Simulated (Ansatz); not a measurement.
# H-capped C nanocrystal (octahedron) (26 atoms): geometry optimisation

Aim: bring H-capped C nanocrystal (octahedron) (26 atoms) to a nearby minimum of the energy and see what moves.

Calculated with Ansatz 0.2.0; Kohn-Sham DFT, LDA, PAW (set soft_2), plane waves.

**1. The starting structure**

The cell holds 26 atoms: 10 C and 16 H. Its edges and angles: a = 13.826 Å, b = 13.826 Å, c = 13.826 Å, α = 90.0°, β = 90.0°, γ = 90.0°. It derives from C (diamond-structure). Octahedron of size parameter 4.7 Å cut from diamond-structure C (a = 3.567 Å), atoms with fewer than two neighbours dropped, broken bonds capped with H, 9 Å of vacuum; minimised with a classical potential. Regions: crystal, 10 atoms (10 C); hydrogen, 16 atoms (16 H). Vacuum lies along a, b and c.

**2. Single point at the start**

The forces at the start show how far the geometry lies from a minimum of this functional.

input.yaml

```yaml
crystal:
  lattice:
    - [13.82562, 0.0, 0.0]
    - [0.0, 13.82562, 0.0]
    - [0.0, 0.0, 13.82562]
  atoms:
    - { symbol: C, position: [0.43557, 0.43557, 0.43557] }
    - { symbol: C, position: [0.3708, 0.5, 0.5] }
    - { symbol: C, position: [0.43557, 0.56443, 0.56443] }
    - { symbol: C, position: [0.5, 0.3708, 0.5] }
    [... 16 atom lines left out ...]
    - { symbol: H, position: [0.45517, 0.45517, 0.67605] }
    - { symbol: H, position: [0.54483, 0.54483, 0.67605] }
    - { symbol: H, position: [0.45517, 0.67605, 0.45517] }
    - { symbol: H, position: [0.54483, 0.67605, 0.54483] }
    - { symbol: H, position: [0.67605, 0.54483, 0.54483] }
    - { symbol: H, position: [0.67605, 0.45517, 0.45517] }
kpoints:
  mp_grid: { grid: [1, 1, 1] }
hamiltonian:
  xc: lda
scf:
  occupations: { method: fixed }
output:
  forces: true
  populations: intrinsic
  dos:
    method: { smearing: { sigma: 0.15 } }
    de: 0.1
    projected:
      site_lists:
        C: [C]
        H: [H]
        crystal: [0, 1, 2, 3, 4, 5, 6, 7, 8, 9]
        hydrogen: [10, 11, 12, 13, 14, 15, 16, 17, 18, 19, 20, 21, 22, 23, 24, 25]
  eigenvalues: true
```

Launch:

```
$ ansatz run input.yaml --threads 4 --pin off --max-ram 8192MiB --backend cpu --events-out ev --progress --plain --runs-dir out
```

It took 4.5 s on 4 threads of Arm Neoverse V2, shared host; peak memory 1.1 GiB.

Numbers from this run:

* free energy: -2682.1533 eV
* free energy per atom: -103.1597 eV/atom
* SCF cycles: 8
* r.m.s. force component: 0.4858 eV/Å
* longest force: 1.409 eV/Å
* Fermi energy: -6.112 eV
* gap (highest filled to lowest empty level): 5.733 eV

The r.m.s. force component of 0.49 eV/Å sets the starting point.

Length of the force by element:

| element | coordination | atoms | mean length of the force (eV/Å) | spread | least | most |
| --- | --- | --- | --- | --- | --- | --- |
| C | all | 10 | 1.20 | 0.259 | 0.881 | 1.41 |
| H | all | 16 | 0.46 | 0.0079 | 0.456 | 0.474 |

**3. Relaxation**

The atoms are relaxed in the fixed cell, aiming at the force tolerance of the input.

input.yaml, the sections that differ from step 2:

```yaml
output:
  forces: true
relax:
  f_tol: 0.05
  max_steps: 200
# crystal, kpoints, hamiltonian, scf: as in step 2
```

The job ended after 6.5 s (4 threads; peak memory 0.98 GiB; 23 s of CPU time).

The steps of the relaxation:

| step | energy less that of the first step (eV) | largest force component (eV/Å) |
| --- | --- | --- |
| 1 | 0.0000 | 1.4086 |
| 2 | -0.1455 | 0.4556 |
| 3 | -0.1683 | 0.0638 |
| 4 | -0.1693 | 0.0055 |

The atoms that moved most (Å):

| atom | dx | dy | dz | length |
| --- | --- | --- | --- | --- |
| C4 | 0.000 | 0.033 | 0.000 | 0.033 |
| C6 | 0.000 | 0.000 | 0.033 | 0.033 |
| C2 | 0.033 | 0.000 | 0.000 | 0.033 |
| C10 | -0.033 | 0.000 | 0.000 | 0.033 |
| C9 | 0.000 | -0.033 | 0.000 | 0.033 |
| C8 | 0.000 | 0.000 | -0.033 | 0.033 |
| H21 | -0.009 | -0.009 | -0.025 | 0.028 |
| H23 | -0.009 | -0.025 | -0.009 | 0.028 |

Final coordinates:

```
C H
1.0
    13.82562    0.00000    0.00000
     0.00000   13.82562    0.00000
     0.00000    0.00000   13.82562
C H
10 16
Cartesian
  6.0335 6.0335 6.0335
  5.1593 6.9128 6.9128
  6.0335 7.7921 7.7921
  6.9128 5.1593 6.9128
  7.7921 6.0335 7.7921
  6.9128 6.9128 5.1593
  7.7921 7.7921 6.0335
  6.9128 6.9128 8.6663
  6.9128 8.6663 6.9128
  8.6663 6.9128 6.9128
  5.3960 5.3960 5.3960
  4.5038 6.2837 7.5419
  4.5038 7.5419 6.2837
  5.3960 8.4296 8.4296
  7.5419 4.5038 6.2837
  6.2837 4.5038 7.5419
  8.4296 5.3960 8.4296
  6.2837 7.5419 4.5038
  7.5419 6.2837 4.5038
  8.4296 8.4296 5.3960
  6.2837 6.2837 9.3218
  7.5419 7.5419 9.3218
  6.2837 9.3218 6.2837
  7.5419 9.3218 7.5419
  9.3218 7.5419 7.5419
  9.3218 6.2837 6.2837
```

The relaxation changed the energy by -6.51 meV/atom, and atoms moved by 0.026 Å r.m.s., 0.033 Å at most.

**4. Structure statistics after relaxation**

Bonds before and after, by the cutoffs listed below:

| pair | bonds before | bonds after | mean before (Å) | mean after (Å) | spread before (Å) | spread after (Å) |
| --- | --- | --- | --- | --- | --- | --- |
| H-C | 16 | 16 | 1.090 | 1.105 | 0.001 | 0.000 |
| C-C | 12 | 12 | 1.546 | 1.520 | 0.000 | 0.000 |

Normalised to the volume that the atoms fill. Pair distribution functions g(r), in bins of 0.1 Å:

| r (Å) | total | H-H | H-C | C-C |
| --- | --- | --- | --- | --- |
| 1.05 | 0.00 | 0.00 | 0.00 | 0.00 |
| 1.15 | 9.43 | 0.00 | 19.90 | 0.00 |
| 1.25 | 0.00 | 0.00 | 0.00 | 0.00 |
| 1.35 | 0.00 | 0.00 | 0.00 | 0.00 |
| 1.45 | 0.00 | 0.00 | 0.00 | 0.00 |
| 1.55 | 3.85 | 0.00 | 0.00 | 26.00 |
| 1.65 | 0.00 | 0.00 | 0.00 | 0.00 |
| 1.75 | 1.42 | 3.75 | 0.00 | 0.00 |
| 1.85 | 0.00 | 0.00 | 0.00 | 0.00 |
| 1.95 | 0.00 | 0.00 | 0.00 | 0.00 |
| 2.05 | 0.00 | 0.00 | 0.00 | 0.00 |
| 2.15 | 5.68 | 0.00 | 12.00 | 0.00 |
| 2.25 | 0.00 | 0.00 | 0.00 | 0.00 |
| 2.35 | 0.00 | 0.00 | 0.00 | 0.00 |
| 2.45 | 5.12 | 7.72 | 0.00 | 14.80 |
| 2.55 | 1.40 | 3.71 | 0.00 | 0.00 |
| 2.65 | 0.00 | 0.00 | 0.00 | 0.00 |
| 2.75 | 2.41 | 0.00 | 5.09 | 0.00 |
| 2.85 | 0.00 | 0.00 | 0.00 | 0.00 |
| 2.95 | 1.05 | 0.00 | 0.00 | 7.07 |
| 3.05 | 0.00 | 0.00 | 0.00 | 0.00 |
| 3.15 | 0.00 | 0.00 | 0.00 | 0.00 |
| 3.25 | 0.00 | 0.00 | 0.00 | 0.00 |
| 3.35 | 0.81 | 0.00 | 1.71 | 0.00 |
| 3.45 | 2.29 | 0.00 | 4.84 | 0.00 |
| 3.55 | 0.18 | 0.00 | 0.00 | 1.22 |
| 3.65 | 0.00 | 0.00 | 0.00 | 0.00 |
| 3.75 | 1.29 | 3.41 | 0.00 | 0.00 |
| 3.85 | 0.00 | 0.00 | 0.00 | 0.00 |
| 3.95 | 1.16 | 0.00 | 2.46 | 0.00 |
| 4.05 | 0.00 | 0.00 | 0.00 | 0.00 |
| 4.15 | 0.53 | 1.39 | 0.00 | 0.00 |
| 4.25 | 1.22 | 1.94 | 1.04 | 0.00 |
| 4.35 | 0.00 | 0.00 | 0.00 | 0.00 |
| 4.45 | 0.00 | 0.00 | 0.00 | 0.00 |
| 4.55 | 0.00 | 0.00 | 0.00 | 0.00 |
| 4.65 | 0.00 | 0.00 | 0.00 | 0.00 |
| 4.75 | 0.00 | 0.00 | 0.00 | 0.00 |
| 4.85 | 0.00 | 0.00 | 0.00 | 0.00 |
| 4.95 | 0.72 | 1.91 | 0.00 | 0.00 |
| 5.05 | 0.00 | 0.00 | 0.00 | 0.00 |
| 5.15 | 0.00 | 0.00 | 0.00 | 0.00 |
| 5.25 | 0.00 | 0.00 | 0.00 | 0.00 |
| 5.35 | 0.00 | 0.00 | 0.00 | 0.00 |

Bonds by pair of elements; cutoffs follow the first minimum of g(r), held within bounds set by covalent radii, and pairs that aren't listed don't count as bonded:

| pair A-B | cutoff (Å) | bonds | mean length (Å) | spread (Å) | shortest (Å) | B about A | A about B |
| --- | --- | --- | --- | --- | --- | --- | --- |
| H-C | 1.34 | 16 | 1.10 | 0 | 1.10 | 1 | 1.6 |
| C-C | 1.85 | 12 | 1.52 | 0 | 1.52 | 2.4 | 2.4 |

How many atoms have how many bonded neighbours:

| element | mean | 1 | 4 |
| --- | --- | --- | --- |
| C | 4 | 0 | 10 |
| H | 1 | 16 | 0 |

Bond angles (no mean is given where the spread exceeds 20°):

| angle | count | mean (°) | spread (°) |
| --- | --- | --- | --- |
| C-C-H | 36 | 110 | 0.1 |
| C-C-C | 18 | 110 | 0.2 |
| H-C-H | 6 | 107 | 0 |

For some of the pairs, g(r) has its first main peak near 1.12 Å (H-C) and 1.52 Å (C-C). With the cutoffs above, all C atoms have 4 and all H atoms have 1 bonded neighbour. The C-C-H angle averages 110° with a spread of 0.1°.

**5. Single point at the relaxed geometry**

One more single point at the end of the walk gives the fuller output and checks the residual forces.

input.yaml

```yaml
crystal:
  lattice:
    - [13.82562, 0.0, 0.0]
    - [0.0, 13.82562, 0.0]
    - [0.0, 0.0, 13.82562]
  atoms:
    - { symbol: C, position: [0.4364, 0.4364, 0.4364] }
    - { symbol: C, position: [0.37317, 0.5, 0.5] }
    - { symbol: C, position: [0.4364, 0.5636, 0.5636] }
    - { symbol: C, position: [0.5, 0.37317, 0.5] }
    [... 16 atom lines left out ...]
    - { symbol: H, position: [0.4545, 0.4545, 0.67424] }
    - { symbol: H, position: [0.5455, 0.5455, 0.67424] }
    - { symbol: H, position: [0.4545, 0.67424, 0.4545] }
    - { symbol: H, position: [0.5455, 0.67424, 0.5455] }
    - { symbol: H, position: [0.67424, 0.5455, 0.5455] }
    - { symbol: H, position: [0.67424, 0.4545, 0.4545] }
kpoints:
  mp_grid: { grid: [1, 1, 1] }
hamiltonian:
  xc: lda
scf:
  occupations: { method: fixed }
output:
  forces: true
  populations: true
  dos:
    method: { smearing: { sigma: 0.08 } }
    de: 0.1
    projected:
      site_lists:
        C: [C]
        H: [H]
        crystal: [0, 1, 2, 3, 4, 5, 6, 7, 8, 9]
        hydrogen: [10, 11, 12, 13, 14, 15, 16, 17, 18, 19, 20, 21, 22, 23, 24, 25]
  eigenvalues: true
  write_density: true
  write_potential: true
  volumetric_format: npy
  elf: true
```

Run time: 5 s. Hardware: 4 threads; peak memory 1 GiB; 17 s of CPU time.

The program notes that the exchange-correlation potential is rough where the density is thin.

The run gave:

```yaml
free_energy: -2682.3226 eV
free_energy_per_atom: -103.1663 eV/atom
scf_cycles: 7
r_m_s_force_component: 0.00332 eV/Å
longest_force: 0.00681 eV/Å
fermi_energy: -6.121 eV
spacing_of_highest_filled_and_lowest_empty_level: 5.682 eV
spilling_of_the_projection: 0.01071
```

Löwdin charges by element (they lack the spilled electrons, 0.023 e an atom on average):

| element | coordination | atoms | mean charge (e) | spread | least | most |
| --- | --- | --- | --- | --- | --- | --- |
| C | all | 10 | -0.231 | 0.0972 | -0.31 | -0.112 |
| H | all | 16 | 0.182 | 0.0022 | 0.180 | 0.185 |

By region:

| region | atoms | mean length of the force (eV/Å) |
| --- | --- | --- |
| crystal | 10 | 0.004 |
| hydrogen | 16 | 0.006 |

Density of states as counts of states in windows of 1 eV (from the Fermi level), total and the larger projections:

| from (eV) | to (eV) | total | crystal | C p | H s | hydrogen | C s |
| --- | --- | --- | --- | --- | --- | --- | --- |
| -16 | -15 | 2.0 | 1.7 | 0.3 | 0.3 | 0.3 | 1.3 |
| -15 | -13 | 0.0 | 0.0 | 0.0 | 0.0 | 0.0 | 0.0 |
| -13 | -12 | 6.0 | 5.0 | 1.3 | 0.9 | 0.9 | 3.7 |
| -12 | -10 | 0.0 | 0.0 | 0.0 | 0.0 | 0.0 | 0.0 |
| -10 | -9 | 4.0 | 3.0 | 1.1 | 0.9 | 0.9 | 2.0 |
| -9 | -8 | 0.0 | 0.0 | 0.0 | 0.0 | 0.0 | 0.0 |
| -8 | -7 | 6.0 | 4.8 | 3.1 | 1.1 | 1.1 | 1.7 |
| -7 | -6 | 2.0 | 1.4 | 1.3 | 0.5 | 0.5 | 0.1 |
| -6 | -5 | 0.0 | 0.0 | 0.0 | 0.0 | 0.0 | 0.0 |
| -5 | -4 | 8.0 | 5.4 | 4.7 | 2.5 | 2.5 | 0.7 |
| -4 | -3 | 6.2 | 5.3 | 5.3 | 0.8 | 0.8 | 0.0 |
| -3 | -2 | 5.8 | 4.1 | 3.9 | 1.7 | 1.7 | 0.2 |
| -2 | -1 | 10.0 | 7.5 | 7.5 | 2.5 | 2.5 | 0.0 |
| -1 | 0 | 4.5 | 3.1 | 3.0 | 1.4 | 1.4 | 0.0 |
| 0 | 1 | 1.5 | 1.0 | 1.0 | 0.5 | 0.5 | 0.0 |
| 1 | 5 | 0.0 | 0.0 | 0.0 | 0.0 | 0.0 | 0.0 |

The curve was stored every 0.100 eV, coarse against its broadening of 0.08 eV, so these counts are rough.

With fixed occupations the program's Fermi level is the highest filled level; weight inside the gap is the broadening of levels at its edges.

The levels nearest the highest filled one (over half full), pooled over k-points and spins:

| level less the highest filled one (eV) | occupation |
| --- | --- |
| -1.12 | 2 |
| -1.12 | 2 |
| -1.12 | 2 |
| 0 | 2 |
| 0 | 2 |
| 0 | 2 |
| 5.68 | 0 |
| 6.55 | 0 |
| 6.55 | 0 |
| 6.55 | 0 |
| 6.86 | 0 |
| 6.86 | 0 |

Mean Löwdin charges: C -0.23, H +0.18 e (they miss 1.1 % of the electrons, so they add up to more than the cell's charge). Charges this small depend on the projection, at times even in sign.

**6. Outcome**

```json
{"energy change in the relaxation": "-6.51 meV/atom", "r.m.s. displacement": "0.026 Å", "largest displacement": "0.033 Å", "free energy per atom": "-103.1663 eV/atom", "r.m.s. force component": "0.00332 eV/Å", "gap (highest filled to lowest empty level)": "5.682 eV", "wall time of the 3 DFT runs": "16 s"}
```

**Reading.** Relaxation lowers the energy by 6.51 meV/atom and moves atoms by 0.026 Å r.m.s.; the r.m.s. force component goes from 0.49 to 0.0033 eV/Å, and the gap from 5.73 to 5.68 eV. By the final cutoffs no bond was broken or made. From the first step to the last the energy fell by 0.169 eV, and the largest move was 0.033 Å (C4, with 5 other atoms within 2 % of it). The C-C bonds change most in mean length: from 1.546 Å (spread 0.000) to 1.520 Å (spread 0.000). With the cutoffs above, all C atoms have 4 and all H atoms have 1 bonded neighbour. Between filled and empty levels lie 5.68 eV (at Γ alone); a local or semilocal functional tends to put such gaps too low.

Caveats: The name gives the shape as built, which the classical minimisation can have changed.

[Logs are printed without paths, hosts, clocks, repeated set-up lines and the standing remarks that a program may print on its own settings, such as how far it seeks lower states.]

[Hosts, paths, dates, database ids (printed as entryN), source tags and the programs' standing remarks are cut or masked in the printed files.]
